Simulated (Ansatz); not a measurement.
# A hypothetical structure for ScTlAs2

This structure for ScTlAs2 is made up. Its elements were placed in a known structure type with a cell scaled to their sizes. What cell does the guess relax to, and how far off was it?

Program: Ansatz 0.2.0. Level of theory: DFT, PBEsol, plane-wave PAW, files of the set soft_1, scalar-relativistic, no spin, cell and ions relaxed at zero pressure; PAW set soft_1. Results are calculated unless marked as measured.

## Step 1: The structure

It takes space group P4/nmm (No. 129, tetragonal). The conventional cell has a = 4.039 Å, b = 4.039 Å, c = 10.653 Å, α = 90.00°, β = 90.00°, γ = 90.00°. Nearest to Tl lie 4 As at 2.78 Å and 4 Tl at 2.86 Å. Nearest to As lie 4 As at 2.86 Å and 4 Sc at 3.15 Å. As has 4 Tl at 2.78 Å and 4 Sc at 3.02 Å nearest. Nearest to Sc lie 8 As at 3.02 to 3.15 Å. Farther neighbours are not listed.

## Step 2: Relaxation of the guess

The guess takes its coordinates from another compound and its volume from a rule, so the cell and any free coordinates are relaxed together.

Contents of input.yaml:

```yaml
crystal:
  lattice:
    - [4.039, 0.0, 0.0]
    - [0.0, 4.039, 0.0]
    - [0.0, 0.0, 10.653]
  atoms:
    - { symbol: Tl, position: [0.0, 0.0, 0.0] }
    - { symbol: Tl, position: [0.5, 0.5, 0.0] }
    - { symbol: As, position: [0.0, 0.0, 0.5] }
    - { symbol: As, position: [0.5, 0.5, 0.5] }
    - { symbol: As, position: [0.5, 0.0, 0.1794] }
    - { symbol: As, position: [0.0, 0.5, 0.8206] }
    - { symbol: Sc, position: [0.5, 0.0, 0.7272] }
    - { symbol: Sc, position: [0.0, 0.5, 0.2728] }
kpoints:
  mp_grid: { grid: [7, 7, 3] }
scf:
  occupations: { method: fermi_dirac, width: 0.05 }
hamiltonian:
  xc: pbesol
  pseudopotentials: { kind: paw, azcp: { folder: soft_1 }, xc_functional: pbe }
relax:
  f_tol: 0.015
  max_steps: 70
  cell: {}
output:
  forces: true
  stress: true
```

Run with:

```sh
ansatz run input.yaml --threads 4 --pin off --max-ram 10240MiB --backend cpu --events-out ev --progress --plain --runs-dir out
```

Numbers of over 12 decimals in the logs are rounded to 6 here.

The log of the run:

```text
Engine: ansatz 0.2.0, aarch64-unknown-linux-gnu
Pseudopotentials: kind: paw
Pseudopotential: Tl, paw, valence charge 13, recommended cutoff 420 eV (normal), soft_1/Tl.paw.azcp
Pseudopotential: As, paw, valence charge 15, recommended cutoff 420 eV (normal), soft_1/As.paw.azcp
Pseudopotential: Sc, paw, valence charge 11, recommended cutoff 420 eV (normal), soft_1/Sc.paw.azcp
Functional definition: PBEsol
  exchange = pbesol_x
  correlation = pbesol_c
Crystal: 8 atoms, lattice volume = 173.788 Å³
Basis set: ecut = 420 eV, 3387 PW (Γ), exchange–correlation on 54×54×144 points (8 copies of the dense FFT grid, shifted against one another)
Bands: 65, of which v1, the nominal top of the filled ones, is band 54 counted from 1 (53 counted from 0)
Symmetry: 16 space group operations
Space group: P4/nmm (ITA 129), of the structure as read, at distance tolerance 5.6e-5 Å
k-points: 20 of 147
Non-local potential: Tl, projectors of the file, l = 0: 2, l = 1: 2, l = 2: 2, l = 3: 1
Non-local potential: As, projectors of the file, l = 0: 2, l = 1: 2, l = 2: 3, l = 3: 1
Non-local potential: Sc, projectors of the file, l = 0: 3, l = 1: 2, l = 2: 3, l = 3: 1
PAW form: soft (Blöchl's): semilocal exchange-correlation on the pseudo side does not see the compensation charge
PAW frozen core: Tl, regenerated for the run's functional, and the local potential with it (the file was generated under x = pbe(κ = 0.804, μ = 0.219515), c = pbe(β = 0.066725))
PAW frozen core: As, regenerated for the run's functional, and the local potential with it (the file was generated under x = pbe(κ = 0.804, μ = 0.219515), c = pbe(β = 0.066725))
PAW frozen core: Sc, regenerated for the run's functional, and the local potential with it (the file was generated under x = pbe(κ = 0.804, μ = 0.219515), c = pbe(β = 0.066725))
PAW one-centre angular grid: Tl, 590 points (default); XC on 64 Gauss nodes
PAW one-centre angular grid: As, 590 points (default); XC on 64 Gauss nodes
PAW one-centre angular grid: Sc, 590 points (default); XC on 64 Gauss nodes
Initial density: superposition of atomic densities (chi_scale 0.1, normalization cell, long waves 13 % of neutral atoms (reshape's long-wave potential 1.13 eV rms, cloud 2.89 Å wide))
Initial wavefunctions: pseudopotential atomic-orbital guess
Functional: x = pbesol(κ = 0.804, μ = 0.123457), c = pbesol(β = 0.046)
SCF iter   1: F=—  HF=-46078.186383 eV  |F-HF|=—  |Δ(HF+E_count)|=         —  Δρ=6.92e-2  dr2=9.01e1  ethr=3.10e-3  ⟨swp⟩=6.3  Hψ=4882  notcnv=0
preconditioner: auto → Kerker (q_TF=auto, 2.520 Å⁻¹)  [metal: Δε(μ)=0.037 eV  Ē_g=9.849 eV  σ=0.050 eV  W_gap=0.18  n_scr=56 (ndim 8)  ℏωp=20.3 eV  f_vac=0.000  D(μ)=7.97/eV (n_scr^D=72)]
SCF iter   2: F=—  HF=-46073.737496 eV  |F-HF|=—  |Δ(HF+E_count)|=    4.45e0  Δρ=4.00e-2  dr2=3.79e1  ethr=3.10e-3  ⟨swp⟩=3.0  Hψ=2028  notcnv=0  defer=28
SCF iter   3: F=—  HF=-46070.754273 eV  |F-HF|=—  |Δ(HF+E_count)|=    2.98e0  Δρ=9.04e-3  dr2=1.57e0  ethr=3.10e-3  ⟨swp⟩=3.5  Hψ=2766  notcnv=0  defer=32
SCF iter   4: F=—  HF=-46070.589716 eV  |F-HF|=—  |Δ(HF+E_count)|=   1.65e-1  Δρ=6.78e-3  dr2=1.69e-1  ethr=1.45e-3  ⟨swp⟩=2.4  Hψ=2606  notcnv=0  defer=38
SCF iter   5: F=—  HF=-46070.555044 eV  |F-HF|=—  |Δ(HF+E_count)|=   3.47e-2  Δρ=2.02e-3  dr2=6.16e-2  ethr=1.56e-4  ⟨swp⟩=2.6  Hψ=2327  notcnv=0  defer=37
SCF iter   6: F=—  HF=-46070.547692 eV  |F-HF|=—  |Δ(HF+E_count)|=   7.35e-3  Δρ=7.79e-4  dr2=5.16e-3  ethr=5.70e-5  ⟨swp⟩=2.1  Hψ=2339  notcnv=0  defer=34
SCF iter   7: F=—  HF=-46070.547345 eV  |F-HF|=—  |Δ(HF+E_count)|=   3.48e-4  Δρ=2.41e-4  dr2=1.78e-4  ethr=4.78e-6  ⟨swp⟩=2.0  Hψ=1613  notcnv=0  defer=34
SCF iter   8: F=—  HF=-46070.547332 eV  |F-HF|=—  |Δ(HF+E_count)|=   1.27e-5  Δρ=1.13e-4  dr2=6.90e-5  ethr=1.65e-7  ⟨swp⟩=2.0  Hψ=2311  notcnv=0  defer=34
SCF iter   9: F=—  HF=-46070.547332 eV  |F-HF|=—  |Δ(HF+E_count)|=   3.31e-7  Δρ=4.77e-5  dr2=7.81e-6  ethr=6.39e-8  ⟨swp⟩=2.0  Hψ=2334  notcnv=0  defer=34
SCF iter  10: F=—  HF=-46070.547331 eV  |F-HF|=—  |Δ(HF+E_count)|=   9.37e-7  Δρ=1.57e-5  dr2=1.14e-6  ethr=7.23e-9  ⟨swp⟩=2.0  Hψ=2313  notcnv=0  defer=34
SCF iter  11: F=-46070.547330 eV  HF=-46070.547331 eV  |F-HF|=2.27e-8  |Δ(HF+E_count)|=   9.68e-8  Δρ=3.60e-6  dr2=3.40e-8  ethr=9.26e-11  ⟨swp⟩=3.0  Hψ=4965  notcnv=0
SCF 1 converged in 11 iterations: F = -46070.547330 eV  dr2 = 3.40e-8
  greatest PAW one-centre occupation: 0.999 electrons in one spin orbital (limit 2), on the As atom at site 3 (counted from 0), in its partial waves of l = 2
relax step   1: F+E_penalty+E_count = -46070.54733049 eV  Δ(F+E_penalty+E_count) = +0.000e0 eV  max|allowed force component| = 3.810e0 eV/Å  Δτ_max = 0.0000 Å  P = +4.157 GPa  Ω = 173.788 Å³  (11 SCF iters, dr2 threshold 1.00e-7 eV, accepted)
Crystal: 8 atoms, lattice volume = 176.721 Å³
Basis set: ecut = 420 eV, 3451 PW (Γ), exchange–correlation on 54×54×144 points (8 copies of the dense FFT grid, shifted against one another)
Initial density: handed on by an earlier stage of this run
Initial wavefunctions: those handed on with the density
iter 1 solved again at ethr=8.98e-5 eV; its pass at ethr=3.10e-3 eV (dr2=9.70e-2 eV) is discarded
SCF iter   1: F=—  HF=-46072.068477 eV  |F-HF|=—  |Δ(HF+E_count)|=         —  Δρ=7.59e-3  dr2=9.79e-2  ethr=8.98e-5  ⟨swp⟩=1.5  Hψ=6215  notcnv=0
preconditioner: auto → Kerker (q_TF=auto, 2.513 Å⁻¹)  [metal: Δε(μ)=0.011 eV  Ē_g=9.463 eV  σ=0.050 eV  W_gap=0.06  n_scr=56 (ndim 8)  ℏωp=20.1 eV  f_vac=0.000  D(μ)=4.43/eV (n_scr^D=26)]
SCF iter   2: F=—  HF=-46072.051961 eV  |F-HF|=—  |Δ(HF+E_count)|=   1.65e-2  Δρ=3.99e-3  dr2=3.33e-2  ethr=8.98e-5  ⟨swp⟩=2.2  Hψ=1508  notcnv=0
SCF iter   3: F=—  HF=-46072.047013 eV  |F-HF|=—  |Δ(HF+E_count)|=   4.95e-3  Δρ=8.99e-4  dr2=2.03e-3  ethr=3.09e-5  ⟨swp⟩=2.3  Hψ=2365  notcnv=0
SCF iter   4: F=—  HF=-46072.047026 eV  |F-HF|=—  |Δ(HF+E_count)|=   1.27e-5  Δρ=2.80e-4  dr2=5.03e-4  ethr=1.88e-6  ⟨swp⟩=2.0  Hψ=2258  notcnv=0
SCF iter   5: F=—  HF=-46072.046734 eV  |F-HF|=—  |Δ(HF+E_count)|=   2.92e-4  Δρ=1.14e-4  dr2=1.15e-4  ethr=4.66e-7  ⟨swp⟩=2.0  Hψ=2194  notcnv=0
SCF iter   6: F=—  HF=-46072.046744 eV  |F-HF|=—  |Δ(HF+E_count)|=   9.91e-6  Δρ=4.54e-5  dr2=1.40e-5  ethr=1.06e-7  ⟨swp⟩=2.0  Hψ=1518  notcnv=0
SCF iter   7: F=—  HF=-46072.046742 eV  |F-HF|=—  |Δ(HF+E_count)|=   1.31e-6  Δρ=1.64e-5  dr2=1.61e-6  ethr=1.29e-8  ⟨swp⟩=2.0  Hψ=1396  notcnv=0
SCF iter   8: F=-46072.046742 eV  HF=-46072.046742 eV  |F-HF|=1.51e-7  |Δ(HF+E_count)|=   4.74e-8  Δρ=5.02e-6  dr2=1.73e-7  ethr=7.41e-10  ⟨swp⟩=4.0  Hψ=3774  notcnv=0
SCF 2 converged in 8 iterations: F = -46072.046742 eV  dr2 = 1.73e-7
[...]
iter 1 solved again at ethr=1.96e-4 eV; its pass at ethr=3.10e-3 eV (dr2=2.11e-1 eV) is discarded
SCF iter   1: F=—  HF=-46073.080612 eV  |F-HF|=—  |Δ(HF+E_count)|=         —  Δρ=8.51e-3  dr2=2.12e-1  ethr=1.96e-4  ⟨swp⟩=1.8  Hψ=6094  notcnv=0
preconditioner: auto → Kerker (q_TF=auto, 2.530 Å⁻¹)  [metal: Δε(μ)=0.011 eV  Ē_g=9.531 eV  σ=0.050 eV  W_gap=0.06  n_scr=56 (ndim 8)  ℏωp=20.5 eV  f_vac=0.000  D(μ)=5.55/eV (n_scr^D=48)]
SCF iter   2: F=—  HF=-46073.054590 eV  |F-HF|=—  |Δ(HF+E_count)|=   2.60e-2  Δρ=4.61e-3  dr2=8.61e-2  ethr=1.96e-4  ⟨swp⟩=2.0  Hψ=1510  notcnv=0
SCF iter   3: F=—  HF=-46073.042152 eV  |F-HF|=—  |Δ(HF+E_count)|=   1.24e-2  Δρ=1.09e-3  dr2=8.49e-3  ethr=7.97e-5  ⟨swp⟩=2.4  Hψ=2368  notcnv=0
SCF iter   4: F=—  HF=-46073.041478 eV  |F-HF|=—  |Δ(HF+E_count)|=   6.74e-4  Δρ=4.29e-4  dr2=1.79e-3  ethr=7.86e-6  ⟨swp⟩=2.0  Hψ=2321  notcnv=0
SCF iter   5: F=—  HF=-46073.040860 eV  |F-HF|=—  |Δ(HF+E_count)|=   6.18e-4  Δρ=2.28e-4  dr2=5.21e-4  ethr=1.65e-6  ⟨swp⟩=2.0  Hψ=2268  notcnv=0
SCF iter   6: F=—  HF=-46073.040833 eV  |F-HF|=—  |Δ(HF+E_count)|=   2.70e-5  Δρ=8.00e-5  dr2=5.44e-5  ethr=4.83e-7  ⟨swp⟩=2.0  Hψ=1451  notcnv=0
SCF iter   7: F=—  HF=-46073.040826 eV  |F-HF|=—  |Δ(HF+E_count)|=   7.22e-6  Δρ=3.26e-5  dr2=3.89e-6  ethr=5.03e-8  ⟨swp⟩=2.2  Hψ=2318  notcnv=0
SCF iter   8: F=—  HF=-46073.040826 eV  |F-HF|=—  |Δ(HF+E_count)|=   6.48e-8  Δρ=1.33e-5  dr2=5.53e-7  ethr=7.41e-10  ⟨swp⟩=4.2  Hψ=4610  notcnv=0
SCF iter   9: F=-46073.040825 eV  HF=-46073.040826 eV  |F-HF|=5.08e-8  |Δ(HF+E_count)|=   5.52e-7  Δρ=5.21e-6  dr2=1.06e-7  ethr=5.12e-10  ⟨swp⟩=4.0  Hψ=4544  notcnv=0
SCF 3 converged in 9 iterations: F = -46073.040825 eV  dr2 = 1.06e-7
relax step   3: F+E_penalty+E_count = -46073.04082546 eV  Δ(F+E_penalty+E_count) = -9.941e-1 eV  max|allowed force component| = 1.457e0 eV/Å  Δτ_max = 0.2000 Å  P = +0.639 GPa  Ω = 169.821 Å³  energy of the carried Pulay correction = +5.204e-4 eV  (9 SCF iters, dr2 threshold 8.00e-7 eV, accepted)
[...]
relax step   4: F+E_penalty+E_count = -46073.52196065 eV  Δ(F+E_penalty+E_count) = -4.811e-1 eV  max|allowed force component| = 6.219e-1 eV/Å  Δτ_max = 0.1957 Å  P = +1.569 GPa  Ω = 166.923 Å³  energy of the carried Pulay correction = +9.081e-4 eV  (8 SCF iters, dr2 threshold 8.00e-7 eV, accepted)
[...]
relax step   5: F+E_penalty+E_count = -46073.61262633 eV  Δ(F+E_penalty+E_count) = -9.067e-2 eV  max|allowed force component| = 1.927e-1 eV/Å  Δτ_max = 0.2000 Å  P = -0.249 GPa  Ω = 170.124 Å³  energy of the carried Pulay correction = +4.802e-4 eV  (8 SCF iters, dr2 threshold 8.00e-7 eV, accepted)
[...]
relax step   6: F+E_penalty+E_count = -46073.62822296 eV  Δ(F+E_penalty+E_count) = -1.560e-2 eV  max|allowed force component| = 4.509e-2 eV/Å  Δτ_max = 0.0549 Å  P = +0.063 GPa  Ω = 169.985 Å³  energy of the carried Pulay correction = +4.986e-4 eV  (7 SCF iters, dr2 threshold 8.00e-7 eV, accepted)
[...]
relax step   7: F+E_penalty+E_count = -46073.62893936 eV  Δ(F+E_penalty+E_count) = -7.164e-4 eV  max|allowed force component| = 3.619e-3 eV/Å  Δτ_max = 0.0119 Å  P = +0.007 GPa  Ω = 170.395 Å³  energy of the carried Pulay correction = +4.444e-4 eV  (7 SCF iters, dr2 threshold 1.27e-7 eV, accepted)
Initial wavefunctions: pseudopotential atomic-orbital guess (no wavefunctions were taken with the density)
iter 1 solved again at ethr=1.20e-8 eV; its pass at ethr=3.10e-3 eV (dr2=1.29e-5 eV) is discarded
SCF iter   1: F=—  HF=-46073.628552 eV  |F-HF|=—  |Δ(HF+E_count)|=         —  Δρ=2.51e-5  dr2=1.73e-7  ethr=1.20e-8  ⟨swp⟩=3.4  Hψ=8302  notcnv=0
preconditioner: auto → Kerker (q_TF=auto, 2.529 Å⁻¹)  [metal: Δε(μ)=0.032 eV  Ē_g=9.665 eV  σ=0.050 eV  W_gap=0.16  n_scr=56 (ndim 8)  ℏωp=20.5 eV  f_vac=0.000  D(μ)=4.86/eV (n_scr^D=30)]
SCF iter   2: F=—  HF=-46073.628544 eV  |F-HF|=—  |Δ(HF+E_count)|=   7.87e-6  Δρ=1.38e-5  dr2=7.45e-8  ethr=1.60e-10  ⟨swp⟩=2.0  Hψ=2368  notcnv=0
SCF iter   3: F=—  HF=-46073.628544 eV  |F-HF|=—  |Δ(HF+E_count)|=   1.93e-7  Δρ=4.48e-6  dr2=1.91e-8  ethr=6.90e-11  ⟨swp⟩=2.5  Hψ=1710  notcnv=0
SCF iter   4: F=—  HF=-46073.628544 eV  |F-HF|=—  |Δ(HF+E_count)|=   1.36e-8  Δρ=9.19e-7  dr2=4.02e-9  ethr=1.76e-11  ⟨swp⟩=2.0  Hψ=2295  notcnv=0
SCF iter   5: F=—  HF=-46073.628544 eV  |F-HF|=—  |Δ(HF+E_count)|=  1.46e-11  Δρ=2.41e-7  dr2=6.76e-10  ethr=3.72e-12  ⟨swp⟩=2.4  Hψ=1842  notcnv=0
SCF iter   6: F=-46073.628544 eV  HF=-46073.628544 eV  |F-HF|=6.55e-11  |Δ(HF+E_count)|=  5.82e-11  Δρ=8.32e-8  dr2=4.78e-11  ethr=1.00e-12  ⟨swp⟩=3.0  Hψ=4829  notcnv=0
SCF 8 converged in 6 iterations: F = -46073.628544 eV  dr2 = 4.78e-11
relax step   8: F+E_penalty+E_count = -46073.62854407 eV  Δ(F+E_penalty+E_count) = +3.953e-4 eV  max|allowed force component| = 3.676e-3 eV/Å  Δτ_max = 0.0000 Å  P = +0.003 GPa  Ω = 170.395 Å³  stress off target by 3.15e-2 GPa  SCF on the basis re-selected at this cell (its energy is not comparable with the rows above)  (6 SCF iters)
basis re-selected at this cell: Δ(F+E_penalty+E_count) = +3.953e-4 eV, ΔP = -0.003 GPa vs the last step (what re-selecting the basis moved, of the pressure what is left beyond the Pulay correction that the steps carried, after the strain that the cell walked since its last selection, with what the two solves' SCF thresholds leave and, on support functions, any second-order correction that the steps lacked; it is no m [...]
SCF converged after 6 iterations
Free energy (F): -46073.628544 eV
Harris-Foulkes:  -46073.628544 eV  (|F-HF|=6.55e-11)
Internal energy: -46073.591084 eV  (E = F + TS)
E sigma→0 (E₀):  -46073.609814 eV
Entropy (-TS):   -0.037460 eV (-4.682 meV/atom)
Fermi energy:    11.467262 eV
--- Per-component energies (eV) ---
  E_band       = -1110.969949
  E_kinetic    = 1341.729532
  E_local      = -11138.491850  (includes V_loc(G=0)·N_el)
  E_nonlocal   = -648.056159
  E_hartree    = 5685.140067
  E_xc         = -823.044768
  E_vxc        = -757.400277  (∫ρ·V_xc dr)
  E_paw        = -29894.017984  (= ΣΔE_a)
  E_vpaw       = -1279.030826  (= ΣTr[D̂ρ^β])
  E_aug_tail   = -0.000017  (compensation charges beyond the density's cutoff)
  E_ewald      = -10601.050343
  E_core_change = 4.200437  (= ΣΔE_core)
  E_smearing   = -0.037460  (= −TS)
  E_closure    = -0.000000  (closes the sum)
  Σ components = -46073.628544   (vs F -46073.628544, Δ=0.00e0)
--- Forces (eV/Å), atoms counted from 1 ---
  atom   1  Tl     0.00000000     0.00000000     0.00000000
  atom   2  Tl    -0.00000000     0.00000000     0.00000000
  atom   3  As    -0.00000000     0.00000000     0.00000000
  atom   4  As     0.00000000     0.00000000     0.00000000
  atom   5  As    -0.00000000     0.00000000     0.00367623
  atom   6  As    -0.00000000     0.00000000    -0.00367623
  atom   7  Sc    -0.00000000     0.00000000     0.00103980
  atom   8  Sc     0.00000000     0.00000000    -0.00103980
  max |Σ_I F_I| component: 1.39e-17 eV/Å
--- Stress (GPa, compression-positive) ---
       -0.010542       0.000000      -0.000000
        0.000000      -0.010542       0.000000
       -0.000000       0.000000       0.031548
  P = ⅓ Tr σ = 0.0035 GPa (0.035 kbar)
--- Relaxed structure (7 steps of the walk, 7 accepted, 1 SCFs on fresh bases) ---
  F+E_penalty+E_count = -46073.62854407 eV   max|allowed force component| = 3.676e-3 eV/Å   (the final SCF, on the basis selected at the relaxed cell)
  cell:  # Å, volume = 170.3947 Å³
    - [3.979680, 0, 0.0]
    - [0, 3.979680, 0.0]
    - [0.0, 0.0, 10.758695]
  atoms:
    - { symbol: Tl, position: [0, 0, 3.2567792658909367e-19] }
    - { symbol: Tl, position: [0.5, 0.5, 3.2567792658909357e-19] }
    - { symbol: As, position: [0, 0, 0.500000] }
    - { symbol: As, position: [0.5, 0.5, 0.500000] }
    - { symbol: As, position: [0.5, 0, 0.248616] }
    - { symbol: As, position: [0, 0.5, 0.751384] }
    - { symbol: Sc, position: [0.5, 0, 0.694843] }
    - { symbol: Sc, position: [0, 0.5, 0.305157] }
```

It took 32 s on 4 threads of Arm Neoverse V1, shared host; peak memory 0.7 GiB; 2.1 min of CPU time.

Step by step:

```tsv
step	energy less that of the first step (eV)	largest force component (eV/Å)	pressure (GPa)	volume (Å³)
1	0.0000	3.8103	4.16	173.79
2	-1.4994	2.3455	-0.41	176.72
3	-2.4935	1.4567	0.64	169.82
4	-2.9746	0.6219	1.57	166.92
5	-3.0653	0.1927	-0.25	170.12
6	-3.0809	0.0451	0.06	169.98
7	-3.0816	0.0036	0.01	170.39
8*	-3.0812	0.0037	0.00	170.39
```

Relaxation steps marked * repeat the geometry before them on a plane-wave basis chosen anew for their cell, so energy and pressure can jump there.

Forces are held to the 16 operations that the run works with; a distortion that breaks them can't arise in this run.

```tsv
conventional cell, symmetrised	before	after	change
a (Å)	4.039	3.980	-1.5 %
b (Å)	4.039	3.980	-1.5 %
c (Å)	10.653	10.759	+1.0 %
volume (Å³/atom)	21.72	21.30	-2.0 %
```

The atoms that moved most (Å, as changes of fractional coordinates times the final cell):

```tsv
atom	dx	dy	dz	length
As5	0.000	0.000	0.745	0.745
As6	0.000	0.000	-0.745	0.745
Sc8	0.000	0.000	0.348	0.348
Sc7	0.000	0.000	-0.348	0.348
```

The relaxed structure:

```xyz
8
Lattice="3.9797 0.0000 0.0000 0.0000 3.9797 0.0000 0.0000 0.0000 10.7587" Properties=species:S:1:pos:R:3 pbc="T T T"
Tl    0.0000    0.0000    0.0000
Tl    1.9898    1.9898    0.0000
As    0.0000    0.0000    5.3793
As    1.9898    1.9898    5.3793
As    1.9898    0.0000    2.6748
As    0.0000    1.9898    8.0839
Sc    1.9898    0.0000    7.4756
Sc    0.0000    1.9898    3.2831
```

This step gave:

- free energy: -46073.6285 eV
- energy at zero smearing: -46073.6098 eV
- smearing term TS: 0.03746 eV
- Fermi energy: 11.47 eV
- electrons: 108
- symmetry operations: 16
- pressure: 0.003488 GPa

The shortest distance of each pair, which need not be the same contact before and after:

```tsv
pair	guess (Å)	relaxed (Å)
Tl–Tl	2.856	2.814
As–As	2.856	2.814
As–Sc	3.024	2.879
As–Tl	2.780	3.334
Sc–Tl	3.539	3.839
```

The relaxation ends with a largest force component of 0.0037 eV/Å and a pressure of 0.00 GPa.

## Step 3: Summary of results

| Item | Value |
| --- | --- |
| space group, relaxed | P4/nmm |
| conventional cell | a = 3.980, b = 3.980, c = 10.759 Å; α = 90.0°, β = 90.0°, γ = 90.0° |
| volume per atom | 21.30 Å³ (guess 21.72) |

What this shows: ScTlAs2 relaxes to P4/nmm with a = 3.980, b = 3.980 and c = 10.759 Å. The guessed volume was 2 % too large. The space group P4/nmm was held in the relaxation, so the end point is a stationary structure within it and may be a saddle against distortions or other arrangements. Mesh and cutoff weren't tested. Spin-orbit coupling is left out, which can matter for elements this heavy. No dispersion term is used, so weakly bound directions may come out too long. Nothing here tests whether the compound is stable against decomposition.

[Logs are printed without paths, hosts, clocks, repeated set-up lines and the standing remarks that a program may print on its own settings, such as how far it seeks lower states.]

[Hosts, paths, dates, database ids (printed as entryN), source tags and the programs' standing remarks are cut or masked in the printed files.]
